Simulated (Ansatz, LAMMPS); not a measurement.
**Convergence of a linear-scaling basis for aqueous H3O+ and Cl-, 3.6 mol of acid per kg of water at 280 K (206 atoms)**

Aim: test how closely localised support functions follow the reference on aqueous H3O+ and Cl-, 3.6 mol of acid per kg of water at 280 K (206 atoms), and at what cost. A setting counts as converged where the r.m.s. difference of forces stays under 1 % of the r.m.s. force.

Main program and level: Ansatz 0.2.0; Kohn-Sham DFT, PBEsol, PAW (set soft_2), plane waves.

## 1. The starting structure

The cell holds 206 atoms: 66 O, 136 H and 4 Cl. Cell: a = 12.792 Å, b = 12.792 Å, c = 12.792 Å, α = 90.0°, β = 90.0°, γ = 90.0°. 62 H2O, 4 H3O+, 4 Cl- placed at random, at 1.06 g/cm³; overlaps pushed apart, then 10 ps at 420 K with Joung-Cheatham ions (J. Phys. Chem. B 112, 9020 (2008)); MMFF94 bonds, angles, torsions, charges and radii (Halgren, J. Comput. Chem. 17, 490 (1996)) in harmonic and 12-6 forms; SPC/E water (Berendsen, Grigera and Straatsma, J. Phys. Chem. 91, 6269 (1987)). Snapshot after 20 ps at 280 K and fixed volume.

Limits known from the start: The network of contacts between molecules at the start is that of the classical potential that made the cell, and needn't be the one that DFT or experiment would give. The functional has no dispersion term, which matters for the binding between molecules or layers. The density was typed from a rule of thumb and may lie off the real one at this temperature. Sampling is at Γ alone, for a cell whose shortest periodic width is 13 Å.

## 2. How the cell was made

A classical potential makes the cell, at a small fraction of what the same run would cost in DFT.

This step: classical MD, Joung-Cheatham ions (J. Phys. Chem. B 112, 9020 (2008)); MMFF94 bonds, angles, torsions, charges and radii (Halgren, J. Comput. Chem. 17, 490 (1996)) in harmonic and 12-6 forms; SPC/E water (Berendsen, Grigera and Straatsma, J. Phys. Chem. 91, 6269 (1987)) (LAMMPS 22 Jul 2025 - Update 4).

Input file in.lmp:

```
# aqueous H3O+ and Cl-, 3.6 mol of salt per kg of water
units real
atom_style full
boundary p p p
bond_style harmonic
angle_style harmonic
dihedral_style opls
improper_style harmonic
special_bonds lj 0 0 0.5 coul 0 0 0.75
read_data data.lmp
neigh_modify delay 0 every 1 check yes one 4000
comm_modify cutoff 12.0
timestep 0.5
thermo_style custom step time temp pe press density
thermo_modify norm yes
# push overlapping molecules apart
pair_style soft 2.6
pair_coeff * * 0.0
variable a equal ramp(1,60)
fix ad all adapt 1 pair soft a * * v_a
velocity all create 420 785811 mom yes dist gaussian
fix lim all nve/limit 0.03
fix lan all langevin 420 420 50 785812 zero yes
thermo 1000
run 3000 post no
unfix ad
pair_style lj/cut/coul/long 9.0
pair_modify mix arithmetic tail yes
pair_coeff 1 1 0.0763 3.3270   # O
pair_coeff 2 2 0.0100 1.2000   # H
pair_coeff 3 3 0.1553 3.1660   # O
pair_coeff 4 4 0.0000 1.0000   # H
pair_coeff 5 5 0.0128 4.8305   # Cl
kspace_style pppm 1.0e-4
# [... 18 lines left out ...]
compute msd all msd com yes
thermo 5000
fix md all nvt temp 280 280 100
run 20000 post no
print "== T280: mean square displacement over the hold $(c_msd[4]:%.2f) A^2"
unfix md
uncompute msd
write_dump all custom T280.dump id type xs ys zs modify sort id
```

Launch:

```sh
$ lmp -in in.lmp -log none -nocite
```

Log:

```text
LAMMPS (22 Jul 2025 - Update 4)
Reading data file ...
  orthogonal box = (0 0 0) to (12.79162 12.79162 12.79162)
  206 atoms
  orthogonal box = (0 0 0) to (12.79162 12.79162 12.79162)
  136 bonds
  74 angles
   Step          Time           Temp          PotEng         Press         Density
         0   0              420            0.21393637     9440.2224      1.0589995
      1000   500            396.04672      0.99265559     40163.236      1.0589995
      2000   1000           401.74372      0.83325697     39740.036      1.0589995
      3000   1500           389.55633      0.87680531     50500.973      1.0589995
Loop time of 0.341467 s on 1 MPI rank(s) for 3000 steps with 206 atoms
PPPM initialization ...
  G vector (1/distance) = 0.30106244
  grid = 8 8 8
  estimated relative force accuracy = 7.1305003e-05
   Step          Time           Temp          PotEng         Press         Density
      3000   1500           389.55633      0.54853497     80521.158      1.0589995
[... 13 lines left out ...]
      2000   1000           367.1253      -6.2988945     -4404.6032      1.0589995
Loop time of 2.35649 s on 1 MPI rank(s) for 2000 steps with 206 atoms
   Step          Time           Temp          PotEng         Press         Density
      2000   1000           526.29851     -6.7717213     -6900.6487      1.0589995
[... 5 lines left out ...]
Loop time of 12.7828 s on 1 MPI rank(s) for 10000 steps with 206 atoms
   Step          Time           Temp          PotEng         Press         Density
[... 4 lines left out ...]
Loop time of 6.29458 s on 1 MPI rank(s) for 5000 steps with 206 atoms
   Step          Time           Temp          PotEng         Press         Density
[... 2 lines left out ...]
     25000   24000          236.25474     -6.8484402      139.79283      1.0589995
     30000   29000          290.75458     -6.9406251     -340.91725      1.0589995
     35000   34000          271.66654     -6.8648422      50.96811       1.0589995
     37000   36000          284.2168      -6.8833003      1649.1074      1.0589995
Loop time of 24.7516 s on 1 MPI rank(s) for 20000 steps with 206 atoms
== T280: mean square displacement over the hold 13.22 A^2
```

The job ended after 48 s (1 thread of Arm Neoverse N1, shared host; peak memory 0.13 GiB).

The input also reads data.lmp (atoms, bonds and types; not printed here).

## 3. Plane-wave single point

The first run fixes the reference, at a cutoff of 420 eV.

Input file input.yaml:

```yaml
crystal:
  lattice:
    - [12.79162, 0.0, 0.0]
    - [0.0, 12.79162, 0.0]
    - [0.0, 0.0, 12.79162]
  atoms:
    - { symbol: O, position: [0.69121, 0.71723, 0.86588] }
    - { symbol: H, position: [0.70181, 0.79109, 0.83267] }
    - { symbol: H, position: [0.73699, 0.67334, 0.81767] }
    - { symbol: H, position: [0.73111, 0.71605, 0.93567] }
    - { symbol: O, position: [0.21347, 0.93867, 0.94658] }
    - { symbol: H, position: [0.25498, 0.91356, 0.00602] }
    - { symbol: H, position: [0.15502, 0.98023, 0.98005] }
    - { symbol: H, position: [0.26371, 0.99271, 0.91694] }
    - { symbol: O, position: [0.33862, 0.74195, 0.23476] }
    - { symbol: H, position: [0.34062, 0.69779, 0.17138] }
    - { symbol: H, position: [0.29088, 0.80021, 0.21609] }
    - { symbol: H, position: [0.28958, 0.70061, 0.2812] }
    - { symbol: O, position: [0.1248, 0.56151, 0.79272] }
    - { symbol: H, position: [0.06713, 0.61378, 0.79717] }
    - { symbol: H, position: [0.09565, 0.51493, 0.73908] }
    - { symbol: H, position: [0.12396, 0.52207, 0.85956] }
    - { symbol: O, position: [0.67025, 0.15369, 0.77175] }
    - { symbol: H, position: [0.5949, 0.13746, 0.75872] }
    - { symbol: H, position: [0.71442, 0.11641, 0.7191] }
    - { symbol: O, position: [0.94385, 0.93161, 0.54498] }
    - { symbol: H, position: [0.88165, 0.88986, 0.52262] }
    - { symbol: H, position: [0.00236, 0.88324, 0.56363] }
    - { symbol: O, position: [0.22481, 0.2794, 0.05125] }
    - { symbol: H, position: [0.22515, 0.34901, 0.08685] }
    - { symbol: H, position: [0.29819, 0.25334, 0.0443] }
    - { symbol: O, position: [0.63449, 0.70108, 0.53665] }
    - { symbol: H, position: [0.59716, 0.75984, 0.57223] }
    - { symbol: H, position: [0.58722, 0.6685, 0.4836] }
    - { symbol: O, position: [0.80787, 0.80516, 0.42219] }
    - { symbol: H, position: [0.74329, 0.78641, 0.46205] }
    - { symbol: H, position: [0.79028, 0.81346, 0.34648] }
    - { symbol: O, position: [0.52964, 0.20772, 0.54592] }
    [... 168 atom lines left out ...]
    - { symbol: H, position: [0.40634, 0.97752, 0.08791] }
    - { symbol: H, position: [0.33224, 0.9865, 0.19148] }
    - { symbol: Cl, position: [0.31856, 0.69306, 0.00081] }
    - { symbol: Cl, position: [0.07677, 0.24482, 0.51632] }
    - { symbol: Cl, position: [0.13021, 0.74671, 0.56621] }
    - { symbol: Cl, position: [0.71292, 0.10282, 0.15956] }
kpoints:
  mp_grid: { grid: [1, 1, 1] }
hamiltonian:
  xc: pbesol
scf:
  occupations: { method: fixed }
output:
  forces: true
  stress: true
  populations: true
  dos:
    method: { smearing: { sigma: 0.15 } }
    de: 0.1
    projected: { site_lists: { Cl: [Cl], H: [H], O: [O] } }
  eigenvalues: true
  write_density: true
  write_potential: true
  volumetric_format: npy
```

Launch:

```sh
$ ansatz run input.yaml --threads 8 --pin off --max-ram 15872MiB --backend cpu --events-out ev --progress --plain --runs-dir out
```

Log:

```text
Engine: ansatz 0.2.0, aarch64-unknown-linux-gnu
Pseudopotentials: kind: paw
Pseudopotential: O, paw, valence charge 6, recommended cutoff 420 eV (normal), O.paw.azcp
Pseudopotential: H, paw, valence charge 1, recommended cutoff 420 eV (normal), H.paw.azcp
Pseudopotential: Cl, paw, valence charge 7, recommended cutoff 420 eV (normal), Cl.paw.azcp
[... 3 lines on functional and potentials left out ...]
Crystal: 206 atoms, lattice volume = 2093.036 Å³
Basis set: ecut = 420 eV, 40747 PW (Γ), exchange–correlation on 180×180×180 points (8 copies of the dense FFT grid, shifted against one another)
Bands: 486, of which v1, the nominal top of the filled ones, is band 280 counted from 1 (279 counted from 0)
Symmetry: 1 space group operations
Space group: P1 (ITA 1), of the structure as read, at distance tolerance 1.3e-4 Å
k-points: 1
[... 9 lines on functional and potentials left out ...]
Initial density: superposition of atomic densities (neutral atoms: chi_scale 0, normalization atom), corrected by the library's trained network
Initial wavefunctions: pseudopotential atomic-orbital guess
Functional: x = pbesol(κ = 0.804, μ = 0.123457), c = pbesol(β = 0.046)
SCF iter   1: F=—  HF=-43422.619569 eV  |F-HF|=—  |Δ(HF+E_count)|=         —  Δρ=5.99e-3  dr2=6.33e-1  ethr=1.77e-3  ⟨swp⟩=5.0  Hψ=1732  notcnv=0  defer=204
preconditioner: auto → Resta (q_TF=auto, 2.190 Å⁻¹)  ε∞=2.2  [insulator: Δε(μ)=4.100 eV  Ē_g=17.442 eV  n_scr=364 (ndim 8)  ℏωp=19.2 eV  f_vac=0.259  ε∞_Penn≈2.2]
SCF iter   2: F=—  HF=-43422.415046 eV  |F-HF|=—  |Δ(HF+E_count)|=   2.05e-1  Δρ=2.28e-3  dr2=9.56e-2  ethr=1.13e-4  ⟨swp⟩=2.0  Hψ=834  notcnv=0  defer=204
SCF iter   3: F=—  HF=-43422.389075 eV  |F-HF|=—  |Δ(HF+E_count)|=   2.60e-2  Δρ=1.01e-3  dr2=2.52e-2  ethr=1.71e-5  ⟨swp⟩=3.0  Hψ=563  notcnv=0  defer=204
SCF iter   4: F=—  HF=-43422.387262 eV  |F-HF|=—  |Δ(HF+E_count)|=   1.81e-3  Δρ=2.73e-4  dr2=1.57e-3  ethr=4.49e-6  ⟨swp⟩=3.0  Hψ=500  notcnv=0  defer=204
SCF iter   5: F=—  HF=-43422.387571 eV  |F-HF|=—  |Δ(HF+E_count)|=   3.09e-4  Δρ=1.57e-4  dr2=4.25e-4  ethr=2.80e-7  ⟨swp⟩=2.0  Hψ=841  notcnv=0  defer=204
SCF iter   6: F=—  HF=-43422.387635 eV  |F-HF|=—  |Δ(HF+E_count)|=   6.32e-5  Δρ=4.40e-5  dr2=4.22e-5  ethr=7.58e-8  ⟨swp⟩=3.0  Hψ=570  notcnv=0  defer=202
SCF iter   7: F=—  HF=-43422.388287 eV  |F-HF|=—  |Δ(HF+E_count)|=   6.52e-4  Δρ=1.29e-5  dr2=3.10e-6  ethr=7.53e-9  ⟨swp⟩=2.0  Hψ=560  notcnv=0  defer=199
SCF iter   8: F=—  HF=-43422.388290 eV  |F-HF|=—  |Δ(HF+E_count)|=   3.83e-6  Δρ=7.40e-6  dr2=9.25e-7  ethr=5.54e-10  ⟨swp⟩=3.0  Hψ=570  notcnv=0  defer=199
SCF iter   9: F=-43422.388291 eV  HF=-43422.388291 eV  |F-HF|=2.76e-8  |Δ(HF+E_count)|=   3.03e-7  Δρ=1.93e-6  dr2=8.26e-8  ethr=1.79e-11  ⟨swp⟩=19.0  Hψ=4887  notcnv=0
SCF 1 converged in 9 iterations: F = -43422.388291 eV  dr2 = 8.26e-8
  greatest PAW one-centre occupation: 0.903 electrons in one spin orbital (limit 2), on the Cl atom at site 203 (counted from 0), in its partial waves of l = 0
WARN: The input density's exchange-correlation potential varies sharply where the density is thin. Do not read a vacuum level from v_tot or v_xc, or from such a field of the output density. On a cell that repeats whose density bears no net charge and no dipole along the vacuum's axis use v_es (v_loc + v_h of the components); [...]
SCF converged after 9 iterations
Free energy (F): -43422.388291 eV
Harris-Foulkes:  -43422.388291 eV  (|F-HF|=2.76e-8)
Internal energy: -43422.388291 eV  (E = F + TS)
E sigma→0 (E₀):  -43422.388291 eV
Fermi energy:    -1.994488 eV
--- Per-component energies (eV) ---
  E_band       = -5259.754090
  E_kinetic    = 13964.821477
  E_local      = -43843.229294  (includes V_loc(G=0)·N_el)
  E_nonlocal   = 3537.297408
  E_hartree    = 15827.005896
  E_xc         = -6344.749027
  E_vxc        = -8096.916809  (∫ρ·V_xc dr)
  E_paw        = -12728.804317  (= ΣΔE_a)
  E_vpaw       = -2475.760158  (= ΣTr[D̂ρ^β])
  E_aug_tail   = 0.012200  (compensation charges beyond the density's cutoff)
  E_ewald      = -13837.385364
  E_core_change = 2.642730  (= ΣΔE_core)
  E_smearing   = -0.000000  (= −TS)
  E_closure    = 0.000000  (closes the sum)
  Σ components = -43422.388291   (vs F -43422.388291, Δ=0.00e0)
--- Forces (eV/Å), atoms counted from 1 ---
  atom   1  O      0.75090831     0.99296821     0.39368568
  atom   2  H      0.00225464    -0.35177493     0.54847036
  atom   3  H     -0.26682404    -0.36131250    -0.61305404
  atom   4  H     -0.52703218     0.51224975    -1.15700966
  atom   5  O      0.18883358     0.69809996    -1.06300953
  atom   6  H      0.56240515    -0.32188747     1.40870174
  atom   7  H     -0.42133646    -0.07221012     0.87757895
  atom   8  H     -0.47925439     0.05368581    -0.10987019
  atom   9  O     -0.54334850     0.05219942     0.91927708
  atom  10  H      0.19951023    -0.37814494    -1.09535980
  atom  11  H     -0.40335379     0.85313175    -0.11536383
  atom  12  H      0.38970256    -0.74616570    -0.05158476
  atom  13  O      0.54425451     0.30777260     0.14702935
  atom  14  H     -0.90763368     1.02442654    -0.14169273
[...]
atom 205  Cl     0.00710037    -0.07527310    -0.13384101
  atom 206  Cl     0.01708164     0.19568262     0.41606454
  max |Σ_I F_I| component: 8.45e-5 eV/Å
--- Stress (GPa, compression-positive) ---
       -2.249434      -0.285313      -0.434453
       -0.285313      -2.147770       0.088937
       -0.434453       0.088937      -2.066236
  P = ⅓ Tr σ = -2.1545 GPa (-21.545 kbar)
--- Band table (eV) ---
  k-point 0: bands = ["-24.3666", "-24.1288", "-23.8806", "-22.8679", [... 470 levels ...], "11.0646", "11.0856", "11.1271", "11.1482", "11.1726", "11.2192", "11.2481", "11.2866", "11.3144", "11.3408", "11.3491", "11.3801"]
--- Löwdin populations: 206 sites ---
  site symbol       q [e]
     0      O      6.4773
     1      H      0.5840
     2      H      0.5905
[...]
205     Cl      7.5108
  spilling = 0.010561 (of n_electrons = 560.000000)
```

Elapsed: 40 s, on 8 threads of Arm Neoverse N1, shared host; peak memory 3 GiB; 5 min of CPU time.

The program notes that the exchange-correlation potential is rough where the density is thin.

Read from the output:

* free energy: -43422.3883 eV
* free energy per atom: -210.7883 eV/atom
* SCF cycles: 9
* pressure: -2.154 GPa
* r.m.s. force component: 0.4637 eV/Å
* longest force: 1.629 eV/Å
* Fermi energy: -1.994 eV
* gap (highest filled to lowest empty level): 4.051 eV
* spilling of the projection: 0.01056

Neighbours are counted within 1.21 Å (H-O).

Length of the force by element and coordination:

```
element  coordination  atoms  mean length of the force (eV/Å)  spread  least   most
     Cl           all      4                            0.335   0.147  0.154  0.498
      H           all    136                            0.782   0.301  0.207   1.55
      O           all     66                            0.668   0.333  0.148   1.63
      O             2     62                            0.641   0.320  0.148   1.63
      O             3      4                             1.08   0.267  0.642   1.31
```

Löwdin charges by element and coordination (they lack the spilled electrons, 0.029 e an atom on average):

```
element  coordination  atoms  mean charge (e)  spread   least    most
     Cl           all      4           -0.528  0.0456  -0.602  -0.478
      H           all    136            0.390  0.0163   0.350   0.441
      O           all     66           -0.681  0.0583  -0.765  -0.466
      O             2     62           -0.695   0.027  -0.765  -0.627
      O             3      4           -0.477  0.0064  -0.483  -0.466
```

Density of states as counts of states in windows of 1 eV (from the Fermi level), total and the larger projections:

```
from (eV)  to (eV)  total   O p   H s  Cl p
      -10       -9    2.1   1.5   0.5   0.0
       -9       -8   12.7   9.1   3.2   0.0
       -8       -7   50.3  34.5  14.7   0.2
       -7       -6   71.0  49.4  20.4   0.2
       -6       -5    5.7   4.3   1.2   0.0
       -5       -4   28.9  22.5   2.9   0.3
       -4       -3   48.1  38.4   3.8   0.8
       -3       -2   50.1  42.7   2.1   1.2
       -2       -1   82.1  69.8   0.7  10.0
       -1        0   67.9  57.2   0.4   9.6
        0        1    0.9   0.9   0.0   0.0
        1        3    0.0   0.0   0.0   0.0
        3        4    0.8   0.0   0.5   0.0
        4        5    1.7   0.1   1.1   0.0
```

With fixed occupations the program's Fermi level is the highest filled level; weight inside the gap is the broadening of levels at its edges.

Between -23 and -10 eV lie 140 more states.

The levels nearest the highest filled one (over half full), pooled over k-points and spins:

```
level less the highest filled one (eV)  occupation
                                -0.331           2
                                -0.315           2
                                -0.245           2
                                -0.176           2
                                -0.155           2
                                     0           2
                                  4.05           0
                                  5.09           0
                                  5.29           0
                                  5.35           0
                                  5.37           0
                                  5.51           0
```

Electrostatic potential energy in the ac plane at fractional y = 0.108, with atoms of H and O and Cl within 0.2 Å of it. With pseudopotentials it is smooth inside the atoms' cores, unlike the true potential.

Ten even steps from '0' (-39 eV) to '9' (5 eV), each cell a mean:
```
9999999999999999999999999999988998899
9999999767999999999999999998888998899
9999999302899999999999999987899999999
9999999745899999889999999999999999999
9886689999999999756898887689999999999
5241188999999999300387575457999998998
3027799999999999511499898701888774688
8678999999999999988999999877961011488
8778999999999999999999999999940017898
9999999998646889999999999999986679999
9999999995000688999999999999999999999
9999999998323889999988999999999999999
9866899999989999999988999889999999999
9823899999998899999999994004999999999
9988999999972489999999994003999999999
9999999999984599999999997018999999999
8899999999999999999999998448999999998
3799999999999999999999999888999988863
1799999999999999999999998534699951300
4899999999999999999999996000079974632
9889999999999999999999996100279999999
9999999999999999999999999755799999999
9999999999999999989999999999999999999
9999999999999999999999999999999999999
```
Columns run along a (12.8 Å; values clipped at the 3rd and 97th percentile), rows up along c (12.8 Å). Atoms in or near the plane, at fractional coordinates: H at (0.71, 0.72), H at (0.89, 0.20), H at (0.09, 0.76), O at (0.48, 0.74), O at (0.30, 0.54), O at (0.69, 0.40), H at (0.69, 0.33), O at (0.83, 0.65), H at (0.90, 0.69), H at (0.33, 0.36), H at (0.07, 0.43), Cl at (0.71, 0.16).

Valence density in the ac plane at fractional y = 0.108, with atoms of H and O and Cl within 0.2 Å of it. It is the smooth field of the valence electrons, not physical close to the nuclei.

Values in e/Å³, 13 rows by 16 columns, each cell a mean:
```
0.0 0.0 0.1 0.4 0.2 0.0 0.0 0.0 0.0 0.0 0.0 0.1 0.5 0.4 0.2 0.1
0.1 0.0 0.3 2.5 1.1 0.1 0.0 0.1 0.0 0.0 0.1 0.2 0.2 0.1 0.1 0.1
0.7 0.6 0.2 0.3 0.1 0.0 0.2 1.6 0.9 0.3 0.9 0.8 0.1 0.0 0.0 0.1
2.4 1.1 0.1 0.0 0.0 0.0 0.3 3.1 1.8 0.2 0.5 0.9 0.4 0.9 0.6 0.4
0.3 0.2 0.0 0.0 0.1 0.1 0.1 0.1 0.1 0.0 0.0 0.1 0.9 4.7 1.3 0.1
0.0 0.0 0.0 0.2 2.9 2.5 0.2 0.0 0.1 0.0 0.0 0.0 0.1 0.4 0.1 0.0
0.1 0.1 0.0 0.1 1.2 1.0 0.1 0.0 0.1 0.1 0.2 0.3 0.1 0.0 0.0 0.0
0.3 0.5 0.0 0.0 0.1 0.2 0.1 0.0 0.0 0.1 1.9 4.0 0.5 0.0 0.0 0.0
0.1 0.1 0.0 0.0 0.1 0.5 0.2 0.0 0.0 0.0 0.6 1.3 0.1 0.0 0.0 0.1
0.9 0.0 0.0 0.0 0.0 0.1 0.0 0.0 0.0 0.0 0.2 0.4 0.2 0.1 0.4 1.7
1.1 0.1 0.0 0.0 0.0 0.0 0.0 0.0 0.0 0.1 0.7 1.2 1.0 0.2 0.8 3.0
0.1 0.1 0.0 0.0 0.0 0.0 0.0 0.0 0.0 0.0 0.4 1.0 0.6 0.1 0.0 0.1
0.0 0.0 0.0 0.0 0.0 0.0 0.0 0.0 0.0 0.0 0.0 0.1 0.2 0.1 0.0 0.0
```
Columns run along a (12.8 Å), rows up along c (12.8 Å). Atoms in or near the plane, at fractional coordinates: H at (0.71, 0.72), H at (0.89, 0.20), H at (0.09, 0.76), O at (0.48, 0.74), O at (0.30, 0.54), O at (0.69, 0.40), H at (0.69, 0.33), O at (0.83, 0.65), H at (0.90, 0.69), H at (0.33, 0.36), H at (0.07, 0.43), Cl at (0.71, 0.16).

Mean Löwdin charges: Cl -0.53, H +0.39, O -0.68 e (they miss 1.1 % of the electrons, so they add up to more than the cell's charge). The largest share in the top eV of filled states is O p (85 % of the projected weight), and in the lowest eV of empty states H s (70 % of the projected weight).

[end of part 1 of 2]

[Long decimals in the printed logs are rounded to 6 places.]

[Logs are printed without paths, hosts, clocks, repeated set-up lines and the standing remarks that a program may print on its own settings, such as how far it seeks lower states.]

[Hosts, paths, dates, database ids (printed as entryN), source tags and the programs' standing remarks are cut or masked in the printed files.]

[The MMFF94 radii named for the starting cell were scaled by 0.96; in molecules described by MMFF94, hydrogen bound to N, O or S took a small fixed 12-6 site in their place.]
